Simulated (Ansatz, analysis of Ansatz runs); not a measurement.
# Moving an added hole between O sites in Na2WO4 (Fd-3m)

Question: does an added hole stay on the O atom where it is started in Na2WO4 (Fd-3m), and if so, how high is the barrier for a hop to another O site nearby? Model: a cell of 56 host atoms.

Main program and level: Ansatz 0.2.0; plane-wave PAW DFT, PBEsol+U; relaxation of all atoms of a supercell at fixed charge in a uniform background; PAW set soft_1.

**1. Starting point**

The cell holds 56 atoms: 16 Na, 8 W and 32 O. Its edges and angles: a = 9.109 Å, b = 9.109 Å, c = 9.109 Å, α = 90.0°, β = 90.0°, γ = 90.0°. It derives from Na2WO4 (space group Fd-3m). Nearest the centre at fractional (0.512, 0.262, 0.375): O53 at 1.61 Å, O35 at 1.61 Å, Na5 at 1.76 Å, W24 at 2.45 Å, W19 at 2.45 Å, O31 at 2.62 Å, O47 at 2.62 Å, Na9 at 2.79 Å.

Hubbard terms: O p 7.0 eV. They were chosen, not fitted, to curb self-interaction in the shells named, the trial site's among them. The two sites are O53 and O35. The cell's shortest repeat is 9.1 Å.

**2. The cell without the carrier**

The neutral cell is relaxed first, from small random displacements, so that bond lengths and moments with the carrier can be set beside those of a relaxed cell without it.

Input file neutral.relax/input.yaml:

```yaml
crystal:
  lattice:
    - [9.10882359, 0.0, 0.0]
    - [0.0, 9.10882359, 0.0]
    - [0.0, 0.0, 9.10882359]
  atoms:
    - { symbol: Na, position: [0.125, 0.375, 0.375] }
    - { symbol: Na, position: [0.125, 0.875, 0.875] }
    - { symbol: Na, position: [0.625, 0.375, 0.875] }
    - { symbol: Na, position: [0.625, 0.875, 0.375] }
    - { symbol: Na, position: [0.375, 0.125, 0.375] }
    - { symbol: Na, position: [0.375, 0.625, 0.875] }
    - { symbol: Na, position: [0.875, 0.125, 0.875] }
    - { symbol: Na, position: [0.875, 0.625, 0.375] }
    - { symbol: Na, position: [0.375, 0.375, 0.125] }
    - { symbol: Na, position: [0.375, 0.875, 0.625] }
    - { symbol: Na, position: [0.875, 0.375, 0.625] }
    - { symbol: Na, position: [0.875, 0.875, 0.125] }
    - { symbol: Na, position: [0.125, 0.125, 0.125] }
    - { symbol: Na, position: [0.125, 0.625, 0.625] }
    - { symbol: Na, position: [0.625, 0.125, 0.625] }
    - { symbol: Na, position: [0.625, 0.625, 0.125] }
    - { symbol: W, position: [0.25, 0.25, 0.75] }
    - { symbol: W, position: [0.25, 0.75, 0.25] }
    - { symbol: W, position: [0.75, 0.25, 0.25] }
    - { symbol: W, position: [0.75, 0.75, 0.75] }
    - { symbol: W, position: [0.0, 0.0, 0.5] }
    - { symbol: W, position: [0.0, 0.5, 0.0] }
    - { symbol: W, position: [0.5, 0.0, 0.0] }
    - { symbol: W, position: [0.5, 0.5, 0.5] }
    - { symbol: O, position: [0.363276, 0.136724, 0.636724] }
    - { symbol: O, position: [0.363276, 0.636724, 0.136724] }
    - { symbol: O, position: [0.863276, 0.136724, 0.136724] }
    - { symbol: O, position: [0.863276, 0.636724, 0.636724] }
    - { symbol: O, position: [0.136724, 0.363276, 0.636724] }
    - { symbol: O, position: [0.136724, 0.863276, 0.136724] }
    - { symbol: O, position: [0.636724, 0.363276, 0.136724] }
    - { symbol: O, position: [0.636724, 0.863276, 0.636724] }
    - { symbol: O, position: [0.136724, 0.136724, 0.863276] }
    - { symbol: O, position: [0.136724, 0.636724, 0.363276] }
    - { symbol: O, position: [0.636724, 0.136724, 0.363276] }
    - { symbol: O, position: [0.636724, 0.636724, 0.863276] }
    - { symbol: O, position: [0.363276, 0.363276, 0.863276] }
    - { symbol: O, position: [0.363276, 0.863276, 0.363276] }
    - { symbol: O, position: [0.863276, 0.363276, 0.363276] }
    - { symbol: O, position: [0.863276, 0.863276, 0.863276] }
    - { symbol: O, position: [0.386724, 0.113276, 0.113276] }
    - { symbol: O, position: [0.386724, 0.613276, 0.613276] }
    - { symbol: O, position: [0.886724, 0.113276, 0.613276] }
    - { symbol: O, position: [0.886724, 0.613276, 0.113276] }
    - { symbol: O, position: [0.113276, 0.386724, 0.113276] }
    - { symbol: O, position: [0.113276, 0.886724, 0.613276] }
    - { symbol: O, position: [0.613276, 0.386724, 0.613276] }
    - { symbol: O, position: [0.613276, 0.886724, 0.113276] }
    - { symbol: O, position: [0.113276, 0.113276, 0.386724] }
    - { symbol: O, position: [0.113276, 0.613276, 0.886724] }
    - { symbol: O, position: [0.613276, 0.113276, 0.886724] }
    - { symbol: O, position: [0.613276, 0.613276, 0.386724] }
    - { symbol: O, position: [0.386724, 0.386724, 0.386724] }
    - { symbol: O, position: [0.386724, 0.886724, 0.886724] }
    - { symbol: O, position: [0.886724, 0.386724, 0.886724] }
    - { symbol: O, position: [0.886724, 0.886724, 0.386724] }
basis:
  ecutwfc: 420
  xc_grid: 2
hamiltonian:
  xc: pbesol
  hubbard:
    sites: [{ species: O, l: p, u_eff: 7.0 }]
    projectors: ortho-atomic
  pseudopotentials: { kind: paw, azcp: { folder: soft_1 }, xc_functional: pbe }
kpoints:
  mp_grid: { grid: [1, 1, 1] }
scf:
  occupations: { method: fermi_dirac, width: 0.01 }
  max_iter: 120
  lower_state_search: "off"
output:
  forces: true
relax:
  f_tol: 0.02
  max_steps: 70
  random_displacement: { amplitude: 0.04, seed: 5355 }
checkpoint:
  write: "../neutral.relax.run"
  compress: false
  write_wavefunctions: true
  write_every: 100000
```

Run with:

```sh
$ ansatz run input.yaml --threads 8 --pin off --max-ram 18841MiB --backend cpu --events-out ev --progress --plain --runs-dir out
```

Numbers of over 12 decimals in the logs are rounded to 6 here.

Log:

```text
[... repeated set-up lines and file paths are left out, and long positions are rounded to six places ...]
Engine: ansatz 0.2.0, aarch64-unknown-linux-gnu
Pseudopotentials: kind: paw
Pseudopotential: Na, paw, valence charge 9, recommended cutoff 420 eV (normal), soft_1/Na.paw.azcp
Pseudopotential: W, paw, valence charge 14, recommended cutoff 420 eV (normal), soft_1/W.paw.azcp
Pseudopotential: O, paw, valence charge 6, recommended cutoff 420 eV (normal), soft_1/O.paw.azcp
Functional definition: PBEsol
  exchange = pbesol_x
  correlation = pbesol_c
Crystal: 56 atoms, lattice volume = 755.765 Å³
Basis set: ecut = 420 eV, 14771 PW (Γ), exchange–correlation on 128×128×128 points (8 copies of the dense FFT grid, shifted against one another)
Bands: 280, of which v1, the nominal top of the filled ones, is band 224 counted from 1 (223 counted from 0)
Symmetry: 1 space group operations
k-points: 1
Non-local potential: Na, projectors of the file, l = 0: 3, l = 1: 2, l = 2: 1
Non-local potential: W, projectors of the file, l = 0: 3, l = 1: 2, l = 2: 2, l = 3: 1
Non-local potential: O, projectors of the file, l = 0: 2, l = 1: 2, l = 2: 1
PAW form: soft (Blöchl's): semilocal exchange-correlation on the pseudo side does not see the compensation charge
PAW frozen core: Na, regenerated for the run's functional, and the local potential with it (the file was generated under x = pbe(κ = 0.804, μ = 0.219515), c = pbe(β = 0.066725))
PAW frozen core: W, regenerated for the run's functional, and the local potential with it (the file was generated under x = pbe(κ = 0.804, μ = 0.219515), c = pbe(β = 0.066725))
[...]
atom  19  W      0.01409171     0.00098786     0.00572151
  [... 4 atoms left out ...]
  atom  24  W      0.00233749    -0.00368189    -0.00479755
  atom  25  O     -0.00192060     0.00359805     0.00065735
  [... 5 atoms left out ...]
  atom  31  O     -0.00544440     0.00153558    -0.00130581
  [... 3 atoms left out ...]
  atom  35  O      0.00185428     0.00051379    -0.00396737
  [... 11 atoms left out ...]
  atom  47  O     -0.00129671     0.00425144    -0.00372980
[...]
atom  53  O      0.00697116     0.00540090     0.00640226
[...]
max |Σ_I F_I| component: 8.39e-5 eV/Å
--- Band table (eV) ---
  k-point 0: bands = ["-70.2475", "-70.2374", "-70.2373", "-70.2366", [... 272 left out ...] "14.1659", "14.1662", "14.2653", "14.4394"]
Occupation matrices written to <dir>
--- Relaxed structure (4 steps of the walk, 4 accepted, 0 SCFs on fresh bases) ---
  F+E_penalty+E_count = -123567.90350041 eV   max|allowed force component| = 1.409e-2 eV/Å
  atoms:
    - { symbol: Na, position: [0.124922, 0.375587, 0.375163] }
    - { symbol: Na, position: [0.124986, 0.875433, 0.875339] }
[...]
- { symbol: Na, position: [0.374975, 0.125660, 0.375173] }
[...]
- { symbol: Na, position: [0.374755, 0.375511, 0.124942] }
[...]
- { symbol: Na, position: [0.625020, 0.125589, 0.624900] }
[...]
- { symbol: W, position: [0.749863, 0.250487, 0.250032] }
[...]
- { symbol: W, position: [0.499850, 0.500373, 0.499962] }
    - { symbol: O, position: [0.362435, 0.137938, 0.637620] }
[...]
- { symbol: O, position: [0.637353, 0.363028, 0.137409] }
    [... 3 atoms left out ...]
    - { symbol: O, position: [0.637293, 0.137958, 0.362652] }
    [... 11 atoms left out ...]
    - { symbol: O, position: [0.612365, 0.387799, 0.612602] }
    [... 5 atoms left out ...]
    - { symbol: O, position: [0.387231, 0.387828, 0.387372] }
    [... 3 atoms left out ...]
[key lines of the parts left out:]
SCF converged after 4 iterations
Free energy (F): -123567.903500 eV
Fermi energy:    5.221778 eV
```

Run time: 10 s. Hardware: 8 threads of Arm Neoverse V2, shared host; peak memory 1 GiB; 70 s of CPU time.

The largest displacement from an ideal site is 0.013 Å.

**3. The hole on the first site**

The nearest neighbour or neighbours of the site start displaced and the site's starting moment is changed by the carrier's spin, since a carrier doesn't trap itself in the undistorted lattice.

Input file A.relax/input.yaml:

```yaml
crystal:
  lattice:
    - [9.10882359, 0.0, 0.0]
    - [0.0, 9.10882359, 0.0]
    - [0.0, 0.0, 9.10882359]
  atoms:
    - { symbol: Na, position: [0.124922, 0.375587, 0.375163] }
    - { symbol: Na, position: [0.124986, 0.875433, 0.875339] }
    - { symbol: Na, position: [0.624888, 0.375243, 0.87506] }
    - { symbol: Na, position: [0.624705, 0.875308, 0.374925] }
    - { symbol: Na, position: [0.374975, 0.12566, 0.375173] }
    - { symbol: Na, position: [0.375201, 0.625569, 0.87512] }
    - { symbol: Na, position: [0.875055, 0.125508, 0.874873] }
    - { symbol: Na, position: [0.874825, 0.625744, 0.375092] }
    - { symbol: Na, position: [0.374755, 0.375511, 0.124942] }
    - { symbol: Na, position: [0.374825, 0.875782, 0.625217] }
    - { symbol: Na, position: [0.87473, 0.375845, 0.624974] }
    - { symbol: Na, position: [0.874958, 0.875796, 0.125192] }
    - { symbol: Na, position: [0.124778, 0.125573, 0.12523] }
    - { symbol: Na, position: [0.125009, 0.62543, 0.62524] }
    - { symbol: Na, position: [0.62502, 0.125589, 0.6249] }
    - { symbol: Na, position: [0.62502, 0.625449, 0.12496] }
    - { symbol: W, position: [0.24983, 0.25051, 0.750155] }
    - { symbol: W, position: [0.249829, 0.750525, 0.250319] }
    - { symbol: W, position: [0.749863, 0.250487, 0.250032] }
    - { symbol: W, position: [0.749762, 0.750592, 0.750185] }
    - { symbol: W, position: [-0.000218, 0.000542, 0.500323] }
    - { symbol: W, position: [-0.000165, 0.500646, 3.3e-05] }
    - { symbol: W, position: [0.499769, 0.000567, 0.00031] }
    - { symbol: W, position: [0.512476, 0.512998, 0.512588] }
    - { symbol: O, position: [0.362435, 0.137938, 0.63762] }
    - { symbol: O, position: [0.36237, 0.638008, 0.137702] }
    - { symbol: O, position: [0.862521, 0.137907, 0.137533] }
    - { symbol: O, position: [0.862312, 0.638002, 0.637608] }
    - { symbol: O, position: [0.137234, 0.363047, 0.63758] }
    - { symbol: O, position: [0.137157, 0.863111, 0.137847] }
    - { symbol: O, position: [0.637353, 0.363028, 0.137409] }
    - { symbol: O, position: [0.637172, 0.863175, 0.63767] }
    - { symbol: O, position: [0.137279, 0.137997, 0.862824] }
    - { symbol: O, position: [0.137329, 0.637842, 0.362826] }
    - { symbol: O, position: [0.637293, 0.137958, 0.362652] }
    - { symbol: O, position: [0.637168, 0.637985, 0.862709] }
    - { symbol: O, position: [0.362372, 0.363175, 0.86266] }
    - { symbol: O, position: [0.362404, 0.863114, 0.362896] }
    - { symbol: O, position: [0.862389, 0.363122, 0.362593] }
    - { symbol: O, position: [0.862349, 0.8631, 0.862819] }
    - { symbol: O, position: [0.387177, 0.113167, 0.112842] }
    - { symbol: O, position: [0.387298, 0.612912, 0.61252] }
    - { symbol: O, position: [0.887133, 0.113053, 0.612911] }
    - { symbol: O, position: [0.887276, 0.613183, 0.11264] }
    - { symbol: O, position: [0.112385, 0.388027, 0.112564] }
    - { symbol: O, position: [0.112453, 0.888071, 0.612862] }
    - { symbol: O, position: [0.612365, 0.387799, 0.612602] }
    - { symbol: O, position: [0.612309, 0.888006, 0.112904] }
    - { symbol: O, position: [0.11227, 0.113135, 0.387738] }
    - { symbol: O, position: [0.112414, 0.613246, 0.887509] }
    - { symbol: O, position: [0.612289, 0.113106, 0.887707] }
    - { symbol: O, position: [0.61245, 0.612968, 0.387425] }
    - { symbol: O, position: [0.387231, 0.387828, 0.387372], spin: 1.0 }
    - { symbol: O, position: [0.387223, 0.887942, 0.887739] }
    - { symbol: O, position: [0.887204, 0.38815, 0.88742] }
    - { symbol: O, position: [0.887233, 0.887894, 0.387768] }
total_charge: 1
basis:
  ecutwfc: 420
  xc_grid: 2
hamiltonian:
  xc: pbesol
  hubbard:
    sites: [{ species: O, l: p, u_eff: 7.0 }]
    projectors: ortho-atomic
  pseudopotentials: { kind: paw, azcp: { folder: soft_1 }, xc_functional: pbe }
kpoints:
  mp_grid: { grid: [1, 1, 1] }
magnetization:
  spin_polarized: true
  initial_magnetization: 1
  spin_locking: { lock_magnetization: hard }
scf:
  occupations: { method: fermi_dirac, width: 0.01 }
  max_iter: 120
  lower_state_search: "off"
output:
  forces: true
relax:
  f_tol: 0.015
  max_steps: 70
  escape_saddle: false
checkpoint:
  write: "../A.relax.run"
  compress: false
  write_wavefunctions: true
  write_every: 100000
```

Log:

```text
[...]
Crystal: 56 atoms, lattice volume = 755.765 Å³
Basis set: ecut = 420 eV, 14771 PW (Γ), exchange–correlation on 128×128×128 points (8 copies of the dense FFT grid, shifted against one another)
Bands: 280, of which v1, the nominal top of the filled ones, is band 224 counted from 1 (223 counted from 0)
Symmetry: 1 space group operations
[...]
k-points: 1
[...]
Starting moments: Σ|m| = 1 μB on 1 of 56 sites
[...]
SCF iter   1: F=—  HF=-123615.697344 eV  |F-HF|=—  |Δ(HF+E_count)|=         —  Δρ=6.66e-2 (↑6.65e-2 ↓6.66e-2)  dr2=2.17e2  dr2_m=8.52e-2  M=1.000 μB ∫|m|=1.164 μB  β_m=0.30  ethr=3.10e-3  ⟨swp⟩=6.0  Hψ=1932  notcnv=0
[...]
spin=Collinear: Kerker preconditioning applied to the charge; magnetization (m = ρ↑ − ρ↓) channel mixes plain (no charge-response kernel on spin).
SCF iter   2: F=—  HF=-123598.539860 eV  |F-HF|=—  |Δ(HF+E_count)|=    1.72e1  Δρ=4.39e-2 (↑4.30e-2 ↓4.39e-2)  dr2=1.18e2  dr2_m=1.66e-1  M=1.000 μB ∫|m|=1.188 μB  β_m=0.57  ethr=3.10e-3  ⟨swp⟩=3.0  Hψ=1023  notcnv=0  defer=98
[...]
SCF iter  12: F=-123570.945211 eV  HF=-123570.945211 eV  |F-HF|=3.26e-7  |Δ(HF+E_count)|=   2.27e-6  Δρ=7.67e-6 (↑7.67e-6 ↓5.66e-6)  dr2=7.38e-7  dr2_m=1.01e-7  M=1.000 μB ∫|m|=1.228 μB  ethr=2.38e-10  ⟨swp⟩=1.0  Hψ=1430  notcnv=0
SCF 1 converged in 12 iterations: F = -123570.945211 eV  dr2 = 7.38e-7
[...]
relax step   1: F+E_penalty+E_count = -123570.94521106 eV  Δ(F+E_penalty+E_count) = +0.000e0 eV  max|allowed force component| = 1.676e0 eV/Å  Δτ_max = 0.0000 Å  (12 SCF iters, dr2 threshold 5.63e-6 eV, accepted)
[...]
relax step   2: F+E_penalty+E_count = -123571.37085739 eV  Δ(F+E_penalty+E_count) = -4.256e-1 eV  max|allowed force component| = 7.221e-1 eV/Å  Δτ_max = 0.1255 Å  (6 SCF iters, dr2 threshold 1.00e-4 eV, accepted)
relax step   3: F+E_penalty+E_count = -123571.44521791 eV  Δ(F+E_penalty+E_count) = -7.436e-2 eV  max|allowed force component| = 1.823e-1 eV/Å  Δτ_max = 0.0254 Å  (6 SCF iters, dr2 threshold 3.26e-5 eV, accepted)
relax step   4: F+E_penalty+E_count = -123571.46245687 eV  Δ(F+E_penalty+E_count) = -1.724e-2 eV  max|allowed force component| = 4.719e-2 eV/Å  Δτ_max = 0.0318 Å  (7 SCF iters, dr2 threshold 2.12e-6 eV, accepted)
relax step   5: F+E_penalty+E_count = -123571.46381116 eV  Δ(F+E_penalty+E_count) = -1.354e-3 eV  max|allowed force component| = 1.822e-2 eV/Å  Δτ_max = 0.0103 Å  (22 SCF iters, accepted)
SCF iter   1: F=—  HF=-123571.462370 eV  |F-HF|=—  |Δ(HF+E_count)|=         —  Δρ=2.75e-4 (↑1.85e-4 ↓2.75e-4)  dr2=6.38e-4  dr2_m=8.03e-5  M=1.000 μB ∫|m|=1.221 μB  β_m=0.30  ethr=1.74e-6  ⟨swp⟩=4.0  Hψ=1131  notcnv=0  defer=104
[...]
SCF iter  21: F=-123571.464022 eV  HF=-123571.464022 eV  |F-HF|=1.56e-9  |Δ(HF+E_count)|=   2.70e-8  Δρ=4.35e-7 (↑1.75e-7 ↓4.35e-7)  dr2=6.56e-10  dr2_m=3.89e-10  M=1.000 μB ∫|m|=1.220 μB  ethr=1.91e-12  ⟨swp⟩=1.0  Hψ=1382  notcnv=0
SCF 6 converged in 21 iterations: F = -123571.464022 eV  dr2 = 6.56e-10
relax step   6: F+E_penalty+E_count = -123571.46402209 eV  Δ(F+E_penalty+E_count) = -2.109e-4 eV  max|allowed force component| = 1.064e-2 eV/Å  Δτ_max = 0.0042 Å  (21 SCF iters, accepted)
NSCF: frozen V_eff on 1 k-points
[...]
SCF converged after 21 iterations
Stability checked in part: among states of this total moment the steps that led to this state did not find it unstable. No probe was made; neither looks for a lower state of another moment (fixed_total_moment; see scf.lower_state_search)
Magnetization: 1.0000 μB (224.0000 up, 223.0000 down)
Absolute magnetization: 1.2204 μB (∫|ρ↑−ρ↓|, with the PAW one-centre terms)
[...]
Per-site moments (μB) at R_I (Å): [(0.000781446, 0.944385), (-3.342588326209022e-7, 0.984303), (2.241880687348274e-5, 0.974536), [... 53 left out ...]
Free energy (F): -123571.464022 eV
[...]
Internal energy: -123571.464022 eV  (E = F + TS)
E sigma→0 (E₀):  -123571.464022 eV
Fermi energy:    3.758393 (↑ 4.718488, ↓ 3.755845) eV
[...]
--- Forces (eV/Å), atoms counted from 1 ---
  atom   1  Na    -0.00095876    -0.00274932     0.00175069
  atom   2  Na     0.00033554    -0.00027719    -0.00060663
  [... 2 atoms left out ...]
  atom   5  Na    -0.00319028     0.00201474     0.00275950
  [... 3 atoms left out ...]
  atom   9  Na     0.00096046     0.00223996     0.00650390
  [... 5 atoms left out ...]
  atom  15  Na    -0.00190058     0.00051918    -0.00052990
  [... 3 atoms left out ...]
  atom  19  W      0.00466586     0.00203283    -0.01063962
  [... 4 atoms left out ...]
  atom  24  W      0.00568402    -0.00126280    -0.00543307
  [... 6 atoms left out ...]
  atom  31  O      0.00367385    -0.00284912     0.00282414
  [... 3 atoms left out ...]
  atom  35  O     -0.00731139     0.00058165     0.00466289
  [... 5 atoms left out ...]
  atom  41  O     -0.00081902     0.00101967     0.00215486
  [... 5 atoms left out ...]
  atom  47  O      0.00138251    -0.00266935    -0.00144106
  [... 5 atoms left out ...]
  atom  53  O      0.00009899     0.00112192     0.00118175
  [... 3 atoms left out ...]
  max |Σ_I F_I| component: 1.26e-4 eV/Å
--- Band table (eV) ---
[...]
Occupation matrices written to <dir>
--- Relaxed structure (6 steps of the walk, 6 accepted, 0 SCFs on fresh bases) ---
  F+E_penalty+E_count = -123571.46402209 eV   max|allowed force component| = 1.064e-2 eV/Å
  atoms:
    - { symbol: Na, position: [0.106190, 0.370748, 0.367599] }
    - { symbol: Na, position: [0.124812, 0.876178, 0.875289] }
    [... 2 atoms left out ...]
    - { symbol: Na, position: [0.370198, 0.109482, 0.371666] }
    [... 3 atoms left out ...]
    - { symbol: Na, position: [0.367323, 0.371948, 0.107327] }
    [... 5 atoms left out ...]
    - { symbol: Na, position: [0.628153, 0.121080, 0.628819] }
    [... 3 atoms left out ...]
    - { symbol: W, position: [0.743967, 0.252695, 0.253068] }
    [... 4 atoms left out ...]
    - { symbol: W, position: [0.509143, 0.505837, 0.507667] }
    [... 6 atoms left out ...]
    - { symbol: O, position: [0.626857, 0.367106, 0.146297] }
    [... 3 atoms left out ...]
    - { symbol: O, position: [0.630915, 0.142575, 0.367702] }
    [... 5 atoms left out ...]
    - { symbol: O, position: [0.385565, 0.113739, 0.113092] }
    [... 5 atoms left out ...]
    - { symbol: O, position: [0.618768, 0.394675, 0.617909] }
    [... 5 atoms left out ...]
    - { symbol: O, position: [0.385530, 0.382549, 0.384451] }
    [... 3 atoms left out ...]
```

The job ended after 45 s (8 threads; peak memory 1.5 GiB).

The steps of the relaxation:

```tsv
step	energy less that of the first step (eV)	largest force component (eV/Å)
1	0.0000	1.6763
2	-0.4256	0.7221
3	-0.5000	0.1823
4	-0.5172	0.0472
5	-0.5186	0.0182
6	-0.5188	0.0106
```

The atoms that moved most (Å):

```tsv
atom	dx	dy	dz	length
Na1	-0.171	-0.044	-0.069	0.189
Na9	-0.068	-0.032	-0.160	0.177
Na5	-0.044	-0.147	-0.032	0.157
O31	-0.096	0.037	0.081	0.131
O29	0.079	0.032	-0.097	0.129
O47	0.058	0.063	0.048	0.098
O35	-0.058	0.042	0.046	0.085
W24	-0.030	-0.065	-0.045	0.085
```

The moves above count from the input, in which the site's nearest neighbours were already displaced; the distances below compare with the cell without the carrier.

Distances from O53 without and with the hole:

```tsv
atom	without (Å)	with (Å)
W24	1.78	1.95
Na5	2.39	2.49
Na1	2.39	2.55
Na9	2.40	2.53
```

The largest changes of the moments are 0.78 μB on O53, 0.06 μB on O42 and 0.03 μB on O52. The largest part sits on the chosen site.

[end of part 1 of 2]

[Logs are printed without paths, hosts, clocks, repeated set-up lines and the standing remarks that a program may print on its own settings, such as how far it seeks lower states.]

[Hosts, paths, dates, database ids (printed as entryN), source tags and the programs' standing remarks are cut or masked in the printed files.]
